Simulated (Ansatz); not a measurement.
# A sinusoid for the slip curve: generalised stacking fault on (110) of W

The cell holds 12 atoms: 12 W. Its edges and angles: a = 2.758 Å, b = 2.758 Å, c = 27.026 Å, α = 90.0°, β = 90.0°, γ = 109.5°. It derives from W. 48 atoms of W, stacked on (1 1 0); one fault a cell: the periodic image above is shifted rigidly by 0.000 Å along the in-plane vector of length 2.758 Å (1/2<111>); atoms relaxed along the normal alone with the MACE-MP-0b2 potential. Lattice constants are starting values near those of PBE. Folded to one surface cell (a quarter of the atoms).

Calculated with Ansatz 0.2.0: Kohn-Sham DFT, PBE, PAW (set soft_2), plane waves; cutoff 420 eV, k-mesh 15×15×1, fermi-dirac smearing of 0.1 eV. The cell described is the unshifted one. Its image above is shifted by x, atoms are relaxed along the normal alone (with PBE), and the energy is counted from the unshifted cell over the area of the fault.

| slip x (Å) | fault energy (mJ/m²) |
| --- | --- |
| 0.000 | 0 |
| 0.230 | 179.7 |
| 0.690 | 1068 |
| 0.919 | 1438 |
| 1.149 | 1670 |
| 1.379 | 1748 |
| 1.609 | 1674 |
| 1.839 | 1446 |
| 2.069 | ? |
| 2.299 | 626.8 |
| 2.528 | 205.8 |

**Question.** Fit a squared sine to the rows given and interpolate to the withheld row.

**Working.**

The simplest curve with the period of the slip vector, p = 2.758 Å, is γ = γ0 sin²(πx/p), a line through the origin in u = sin²(πx/p).

| u | v (mJ/m²) |
| --- | --- |
| 0.0670823 | 179.696 |
| 0.500570 | 1067.64 |
| 0.749671 | 1438.15 |
| 0.932918 | 1670.14 |
| 1 | 1747.96 |
| 0.932918 | 1673.52 |
| 0.749671 | 1446.42 |
| 0.249343 | 626.772 |
| 0.0670823 | 205.850 |

For a line through the origin, slope = Σuv / Σu² = 7746.4 / 4.1864 = 1850.

At x = 2.069 Å, u = 0.4994.

Prediction at 2.069: 924.1 mJ/m². The run gave 1081 mJ/m², so the fit is low by 157 mJ/m² (15 % of the value).

So γ0 = 1850 mJ/m², and the steepest slope of the fitted curve, πγ0/p, is 21.1 GPa. The row at 0.690 Å, its mirror image about half the vector, holds 1068 mJ/m². Among the rows given, the largest miss of the fit is at 2.299, by 165 mJ/m² (9.5 % of the range of the table).

Limits: Rigid slip in the plane; the cell's length along the normal is held. The cell and its k-mesh tilt with the slip, which can add an error that grows with it.

[Hosts, paths, dates, database ids (printed as entryN), source tags and the programs' standing remarks are cut or masked in the printed files.]
